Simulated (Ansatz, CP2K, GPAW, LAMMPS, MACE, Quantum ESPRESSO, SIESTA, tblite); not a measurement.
# CP2K runs on amorphous Ge (61 atoms), part 2 of 3

Wanted: CP2K inputs and outputs for amorphous Ge (61 atoms), checked against a plane-wave reference.

Program: CP2K 2026.2; the method stands at each step. Banners, paths, timers and routine set-up lines are dropped from the logs unmarked, and long logs keep their key lines alone; longer cuts are marked.

So far. Step 3 (PBE, SZV-MOLOPT-SR, 350/50 Ry, diagonalisation): Against the first run (12 %), the force difference from the reference is 122 %, at 0.47 times the CPU time (on 1 against 2 cores), with 244 basis functions against 793; this set comes with other potentials too, so the change isn't the basis's alone.

### 5. PBE, DZVP-UZH, 244/50 Ry, diagonalisation

Method: Kohn-Sham DFT, PBE, GTH-PBE pseudopotentials, Gaussian and plane waves, DZVP-MOLOPT (UZH set), diagonalisation.

Contents of input.inp:

```
&GLOBAL
  PROJECT cell
  RUN_TYPE ENERGY_FORCE
  PRINT_LEVEL LOW
&END GLOBAL
&FORCE_EVAL
  METHOD QS
  STRESS_TENSOR ANALYTICAL
  &DFT
    BASIS_SET_FILE_NAME BASIS_MOLOPT_UZH
    POTENTIAL_FILE_NAME POTENTIAL_UZH
    &MGRID
      CUTOFF 244
      REL_CUTOFF 50
    &END MGRID
    &QS
      EPS_DEFAULT 1.0E-12
    &END QS
    &SCF
      SCF_GUESS ATOMIC
      EPS_SCF 1.0E-06
      MAX_SCF 200
      ADDED_MOS 27
      &DIAGONALIZATION
        ALGORITHM STANDARD
      &END DIAGONALIZATION
      &SMEAR ON
        METHOD FERMI_DIRAC
        ELECTRONIC_TEMPERATURE [K] 580
      &END SMEAR
      &MIXING
        METHOD BROYDEN_MIXING
        ALPHA 0.15
        NBROYDEN 8
      &END MIXING
      &PRINT
        &RESTART OFF
        &END RESTART
      &END PRINT
    &END SCF
    &XC
      &XC_FUNCTIONAL PBE
      &END XC_FUNCTIONAL
    &END XC
    &PRINT
      &MULLIKEN ON
      &END MULLIKEN
      &HIRSHFELD ON
        SHAPE_FUNCTION DENSITY
      &END HIRSHFELD
      &MO ON
        EIGENVALUES T
        OCCUPATION_NUMBERS T
        MO_INDEX_RANGE 111 134
        &EACH
          QS_SCF 0
        &END EACH
        ADD_LAST NUMERIC
      &END MO
    &END PRINT
  &END DFT
  &SUBSYS
    &CELL
      A 11.51210 0.00000 0.00000
      B 0.00000 11.51210 0.00000
      C 0.00000 0.00000 11.51210
    &END CELL
    &COORD
      Ge 7.06555 3.19656 0.66321
      Ge 2.39498 10.98864 2.68980
      Ge 11.49886 11.20024 3.21095
      Ge 7.24445 3.10573 8.38346
      Ge 2.22034 11.13220 6.70119
      Ge 4.66919 5.60731 3.00995
      Ge 10.37850 1.98215 6.52345
      Ge 6.66251 2.58032 4.46934
      Ge 10.27800 8.03073 7.61583
      Ge 8.83070 4.96528 8.93512
      Ge 7.64887 1.72025 10.32336
      Ge 11.48516 2.12732 8.73596
      Ge 3.71461 1.36925 10.53242
      Ge 4.53427 7.91871 5.80026
      Ge 3.22339 3.55563 2.37161
      Ge 5.64139 9.97823 4.88447
      Ge 1.60179 6.16035 10.11349
      Ge 6.65434 5.03873 4.30034
      Ge 5.06763 7.68421 1.67973
      Ge 11.23489 4.45887 9.58267
[... 37 atom lines left out ...]
      Ge 10.66999 9.19540 1.83825
      Ge 2.27375 1.45006 1.11679
      Ge 5.82685 11.43992 10.56753
      Ge 1.24170 7.27576 7.92481
    &END COORD
    &KIND Ge
      BASIS_SET DZVP-MOLOPT-PBE-GTH-q4
      POTENTIAL GTH-PBE-q4
    &END KIND
  &END SUBSYS
  &PRINT
    &FORCES ON
    &END FORCES
    &STRESS_TENSOR ON
    &END STRESS_TENSOR
  &END PRINT
&END FORCE_EVAL
```

Launch:

```bash
> OMP_NUM_THREADS=2 cp2k.psmp -i input.inp > output.txt
```

Numbers of over 12 decimals in the logs are rounded to 6 here.

The log of the run:

```text
CP2K| version string:                                       CP2K version 2026.2
 CP2K| Input file name                                                 input.inp
 GLOBAL| Basis set file name                                    BASIS_MOLOPT_UZH
 GLOBAL| Potential file name                                       POTENTIAL_UZH
 GLOBAL| Run type                                                   ENERGY_FORCE
 GLOBAL| Total number of message passing processes                             1
 GLOBAL| Number of threads for this process                                    2
[... lines left out ...]
                        Smear method:                                FERMI_DIRAC
[... lines left out ...]
 Number of electrons:                                                        244
[... lines left out ...]
  Step     Update method      Time    Convergence         Total energy    Change
[... lines left out ...]
  *** SCF run converged in    20 steps ***
[... lines left out ...]
  Fermi energy:                                                 0.131156
  Total energy:                                              -239.176902
  Total energy (extrapolated to T->0):                       -239.174695
[... lines left out ...]
 MO| E(Fermi):            0.131156 a.u.          3.568935 eV
[... lines left out ...]
     61       Ge     1       4.000          4.006                        -0.006
  Total Charge                                                           -0.000
 !-----------------------------------------------------------------------------!
 ENERGY| Total FORCE_EVAL ( QS ) energy [hartree]           -239.176906
 FORCES| Atomic forces [hartree/bohr]
 FORCES|   Atom     x               y               z               |f|
 FORCES|      1 -3.09161045E-03  7.61711971E-03 -1.27660834E-03   8.31915240E-03
 FORCES|      2 -1.70758599E-03 -2.63612111E-03 -3.84360574E-03   4.96369716E-03
 FORCES|      3 -1.36138893E-03 -6.57894711E-03  1.12332892E-03   6.81159253E-03
[...]
FORCES|     60  4.21798304E-03 -1.40583224E-03  4.87425134E-03   6.59742915E-03
 FORCES|     61 -4.80313789E-03  3.54488791E-03  6.32386815E-04   6.00302232E-03
 FORCES| Sum    -3.45022329E-06  1.72648938E-06  2.28196214E-08
 FORCES| Total atomic force                                       3.85815073E-06
 STRESS| Analytical stress tensor [bar]
 STRESS|                        x                   y                   z
 STRESS|      x       -1.22857914735E+04   1.38785738395E+04  -3.30560785860E+03
 STRESS|      y        1.38785738395E+04   8.85604110212E+03  -8.29580554733E+03
 STRESS|      z       -3.30560785860E+03  -8.29580554733E+03   3.49091110147E+04
 STRESS| 1/3 Trace                                             1.04931202145E+04
```

It took 85 s on 2 threads of Arm Neoverse V1, shared host; peak memory 1.4 GiB; 2.6 min of CPU time.

Against the reference:

- r.m.s. force component: 0.2393 eV/Å
- r.m.s. difference of force components: 27.6 meV/Å
- longest difference of force vectors: 132.2 meV/Å
- force difference over r.m.s. force: 11.56 %
- slope of forces against the reference's: 0.9955
- correlation of force components: 0.9933
- pressure: 1.049 GPa
- pressure difference: 0.7183 GPa
- energy less the same-level run's: 0.0002 meV/atom
- r.m.s. force difference from the same-level run: 0.032 meV/Å

Against the first run (12 %), the force difference from the reference is 12 %, at 0.97 times the CPU time: the change moves forces by 0.032 meV/Å r.m.s., so most of the difference comes from elsewhere.

### 6. PBEsol, PBE potentials, DZVP-UZH, 350/50 Ry, diagonalisation

Method: Kohn-Sham DFT, PBEsol, GTH-PBE pseudopotentials, Gaussian and plane waves, DZVP-MOLOPT (UZH set), diagonalisation.

Edit input.inp of step 5 so:

```diff
@@ -12,3 +12,3 @@
     &MGRID
-      CUTOFF 244
+      CUTOFF 350
       REL_CUTOFF 50
@@ -41,3 +41,6 @@
     &XC
-      &XC_FUNCTIONAL PBE
+      &XC_FUNCTIONAL
+        &PBE
+          PARAMETRIZATION PBESOL
+        &END PBE
       &END XC_FUNCTIONAL
```

The log of the run:

```text
CP2K| version string:                                       CP2K version 2026.2
 CP2K| Input file name                                                 input.inp
 GLOBAL| Basis set file name                                    BASIS_MOLOPT_UZH
 GLOBAL| Potential file name                                       POTENTIAL_UZH
[... lines left out ...]
 Number of electrons:                                                        244
[... lines left out ...]
  Step     Update method      Time    Convergence         Total energy    Change
[... lines left out ...]
  *** SCF run converged in    20 steps ***
[... lines left out ...]
  Fermi energy:                                                 0.130684
  Total energy:                                              -238.608918
  Total energy (extrapolated to T->0):                       -238.606787
[... lines left out ...]
 MO| E(Fermi):            0.130684 a.u.          3.556086 eV
[... lines left out ...]
 ENERGY| Total FORCE_EVAL ( QS ) energy [hartree]           -238.608920
[... lines left out ...]
 FORCES|      1 -3.54616499E-03  8.59003456E-03 -1.22875276E-03   9.37410333E-03
 FORCES|      2 -1.64100132E-03 -2.91120062E-03 -3.94027490E-03   5.16659856E-03
 FORCES|      3 -1.86601778E-03 -6.55569566E-03  4.39198155E-04   6.83023154E-03
[...]
FORCES|     60  3.88066274E-03 -1.42003592E-03  4.69073561E-03   6.25132353E-03
 FORCES|     61 -5.33945161E-03  3.35873563E-03  2.00086555E-04   6.31117130E-03
 FORCES| Sum    -8.96600640E-08  2.84840337E-08 -7.39622685E-09
 FORCES| Total atomic force                                       9.43661562E-08
 STRESS| Analytical stress tensor [bar]
 STRESS|                        x                   y                   z
 STRESS|      x       -1.85903444428E+04   1.35584849375E+04  -3.10910764373E+03
 STRESS|      y        1.35584849375E+04   2.16896173586E+03  -7.92595413954E+03
 STRESS|      z       -3.10910764373E+03  -7.92595413954E+03   2.82473108363E+04
 STRESS| 1/3 Trace                                             3.94197604312E+03
```

It took 90 s on 2 threads; peak memory 1.8 GiB.

Against the reference:

- r.m.s. force component: 0.2436 eV/Å
- r.m.s. difference of force components: 32.55 meV/Å
- longest difference of force vectors: 110.4 meV/Å
- force difference over r.m.s. force: 13.63 %
- slope of forces against the reference's: 1.011
- correlation of force components: 0.9911
- pressure: 0.3942 GPa
- pressure difference: 0.0632 GPa

Against the first run (12 %), the force difference from the reference is 14 %, at 1.0 times the CPU time; the model has changed, so this is no error of the program alone.

### 7. PBE, DZVP-UZH, 489/50 Ry, diagonalisation

Method: Kohn-Sham DFT, PBE, GTH-PBE pseudopotentials, Gaussian and plane waves, DZVP-MOLOPT (UZH set), diagonalisation.

Edit input.inp of step 6 so:

```diff
@@ -12,3 +12,3 @@
     &MGRID
-      CUTOFF 350
+      CUTOFF 489
       REL_CUTOFF 50
@@ -41,6 +41,3 @@
     &XC
-      &XC_FUNCTIONAL
-        &PBE
-          PARAMETRIZATION PBESOL
-        &END PBE
+      &XC_FUNCTIONAL PBE
       &END XC_FUNCTIONAL
@@ -70,5 +67,6 @@
     &END CELL
-    &COORD
-[... 61 atom lines left out: the same atoms as in the first run ...]
-    &END COORD
+    &TOPOLOGY
+      COORD_FILE_NAME structure.xyz
+      COORD_FILE_FORMAT XYZ
+    &END TOPOLOGY
     &KIND Ge
```

Contents of structure.xyz:

```xyz
61

[... 61 atom lines left out: the same atoms as in the first run ...]
```

The log of the run:

```text
CP2K| version string:                                       CP2K version 2026.2
 CP2K| Input file name                                                 input.inp
 GLOBAL| Basis set file name                                    BASIS_MOLOPT_UZH
 GLOBAL| Potential file name                                       POTENTIAL_UZH
 GLOBAL| Run type                                                   ENERGY_FORCE
 GLOBAL| Total number of message passing processes                             1
 GLOBAL| Number of threads for this process                                    2
[... lines left out ...]
                        Smear method:                                FERMI_DIRAC
[... lines left out ...]
 Number of electrons:                                                        244
[... lines left out ...]
  Step     Update method      Time    Convergence         Total energy    Change
[... lines left out ...]
  *** SCF run converged in    20 steps ***
[... lines left out ...]
  Fermi energy:                                                 0.131156
  Total energy:                                              -239.176902
  Total energy (extrapolated to T->0):                       -239.174695
[... lines left out ...]
 MO| E(Fermi):            0.131156 a.u.          3.568935 eV
[... lines left out ...]
     61       Ge     1       4.000          4.006                        -0.006
  Total Charge                                                           -0.000
 !-----------------------------------------------------------------------------!
 ENERGY| Total FORCE_EVAL ( QS ) energy [hartree]           -239.176906
 FORCES| Atomic forces [hartree/bohr]
 FORCES|   Atom     x               y               z               |f|
 FORCES|      1 -3.09136965E-03  7.61683933E-03 -1.27648405E-03   8.31878712E-03
 FORCES|      2 -1.70754525E-03 -2.63596129E-03 -3.84364647E-03   4.96362981E-03
 FORCES|      3 -1.36106647E-03 -6.57862127E-03  1.12318147E-03   6.81118906E-03
[...]
FORCES|     60  4.21833421E-03 -1.40616754E-03  4.87404791E-03   6.59757483E-03
 FORCES|     61 -4.80301701E-03  3.54517546E-03  6.32576506E-04   6.00311540E-03
 FORCES| Sum     2.81546788E-07  1.76355145E-07 -1.68746226E-07
 FORCES| Total atomic force                                       3.72619135E-07
 STRESS| Analytical stress tensor [bar]
 STRESS|                        x                   y                   z
 STRESS|      x       -1.22858324809E+04   1.38785734174E+04  -3.30560943459E+03
 STRESS|      y        1.38785734174E+04   8.85612841708E+03  -8.29580521912E+03
 STRESS|      z       -3.30560943459E+03  -8.29580521912E+03   3.49091071840E+04
 STRESS| 1/3 Trace                                             1.04931343734E+04
```

Run time: 2 min. Hardware: 2 threads; peak memory 2.9 GiB; 3.6 min of CPU time.

Compared with the plane-wave run:

* r.m.s. force component: 0.2393 eV/Å
* r.m.s. difference of force components: 27.6 meV/Å
* longest difference of force vectors: 132.2 meV/Å
* force difference over r.m.s. force: 11.56 %
* slope of forces against the reference's: 0.9955
* correlation of force components: 0.9933
* pressure: 1.049 GPa
* pressure difference: 0.7183 GPa
* energy less the same-level run's: 0.0002 meV/atom
* r.m.s. force difference from the same-level run: 0.032 meV/Å

Against the first run (12 %), the force difference from the reference is 12 %, at 1.4 times the CPU time: the change moves forces by 0.032 meV/Å r.m.s., so most of the difference comes from elsewhere.

### 8. PBE, DZVP-MOLOPT (SR for Ge), 350/50 Ry, diagonalisation

Method: Kohn-Sham DFT, PBE, GTH-PBE pseudopotentials, Gaussian and plane waves, DZVP-MOLOPT-GTH, diagonalisation.

Edit input.inp of step 7 so:

```diff
@@ -9,6 +9,6 @@
   &DFT
-    BASIS_SET_FILE_NAME BASIS_MOLOPT_UZH
-    POTENTIAL_FILE_NAME POTENTIAL_UZH
+    BASIS_SET_FILE_NAME BASIS_MOLOPT
+    POTENTIAL_FILE_NAME GTH_POTENTIALS
     &MGRID
-      CUTOFF 489
+      CUTOFF 350
       REL_CUTOFF 50
@@ -67,8 +67,8 @@
     &END CELL
-    &TOPOLOGY
-      COORD_FILE_NAME structure.xyz
-      COORD_FILE_FORMAT XYZ
-    &END TOPOLOGY
+    &COORD
+      SCALED
+[... 61 atom lines left out: the same atoms as in the first run ...]
+    &END COORD
     &KIND Ge
-      BASIS_SET DZVP-MOLOPT-PBE-GTH-q4
+      BASIS_SET DZVP-MOLOPT-SR-GTH-q4
       POTENTIAL GTH-PBE-q4
```

The log of the run:

```text
CP2K| version string:                                       CP2K version 2026.2
 CP2K| Input file name                                                 input.inp
 GLOBAL| Basis set file name                                        BASIS_MOLOPT
 GLOBAL| Potential file name                                      GTH_POTENTIALS
 GLOBAL| Run type                                                   ENERGY_FORCE
 GLOBAL| Total number of message passing processes                             1
 GLOBAL| Number of threads for this process                                    2
[... lines left out ...]
                        Smear method:                                FERMI_DIRAC
[... lines left out ...]
 Number of electrons:                                                        244
[... lines left out ...]
  Step     Update method      Time    Convergence         Total energy    Change
[... lines left out ...]
  *** SCF run converged in    19 steps ***
[... lines left out ...]
  Fermi energy:                                                 0.132656
  Total energy:                                              -239.165729
  Total energy (extrapolated to T->0):                       -239.163511
[... lines left out ...]
 MO| E(Fermi):            0.132656 a.u.          3.609754 eV
[... lines left out ...]
     61       Ge     1       4.000          4.006                        -0.006
  Total Charge                                                           -0.000
 !-----------------------------------------------------------------------------!
 ENERGY| Total FORCE_EVAL ( QS ) energy [hartree]           -239.165723
 FORCES| Atomic forces [hartree/bohr]
 FORCES|   Atom     x               y               z               |f|
 FORCES|      1 -2.88157015E-03  7.43072648E-03 -1.33640980E-03   8.08115918E-03
 FORCES|      2 -1.95566147E-03 -2.59513578E-03 -3.56596567E-03   4.82446398E-03
 FORCES|      3 -1.31871315E-03 -6.75913100E-03  8.95605091E-04   6.94456368E-03
[...]
FORCES|     60  4.39488038E-03 -1.33476280E-03  5.25462545E-03   6.97908689E-03
 FORCES|     61 -4.70365592E-03  3.24927898E-03  5.82781351E-04   5.74646213E-03
 FORCES| Sum    -1.37533264E-07  5.63175217E-08  1.58881347E-08
 FORCES| Total atomic force                                       1.49464025E-07
 STRESS| Analytical stress tensor [bar]
 STRESS|                        x                   y                   z
 STRESS|      x       -9.36376533855E+03   1.37057223785E+04  -3.24615032189E+03
 STRESS|      y        1.37057223785E+04   1.14019154466E+04  -8.12665987884E+03
 STRESS|      z       -3.24615032189E+03  -8.12665987884E+03   3.70425273174E+04
 STRESS| 1/3 Trace                                             1.30268924751E+04
```

It took 66 s on 2 threads; peak memory 1.8 GiB; 1.9 min of CPU time.

Against the reference:

```yaml
r_m_s_force_component: 0.2386 eV/Å
r_m_s_difference_of_force_components: 21.76 meV/Å
longest_difference_of_force_vectors: 106.7 meV/Å
force_difference_over_r_m_s_force: 9.112 %
slope_of_forces_against_the_reference_s: 0.9948
correlation_of_force_components: 0.9958
pressure: 1.303 GPa
pressure_difference: 0.9717 GPa
```

Against the first run (12 %), the force difference from the reference is 9.1 %, at 0.72 times the CPU time, with 793 basis functions against 793; this set comes with other potentials too, so the change isn't the basis's alone.

(Part 2 of 3 ends here.)

[Also dropped from logs without a mark: logging warnings of Python, and SIESTA's first energy breakdown and zero terms.]

[Logs are printed without paths, hosts, clocks, repeated set-up lines and the standing remarks that a program may print on its own settings, such as how far it seeks lower states.]

[Hosts, paths, dates, database ids (printed as entryN), source tags and the programs' standing remarks are cut or masked in the printed files.]
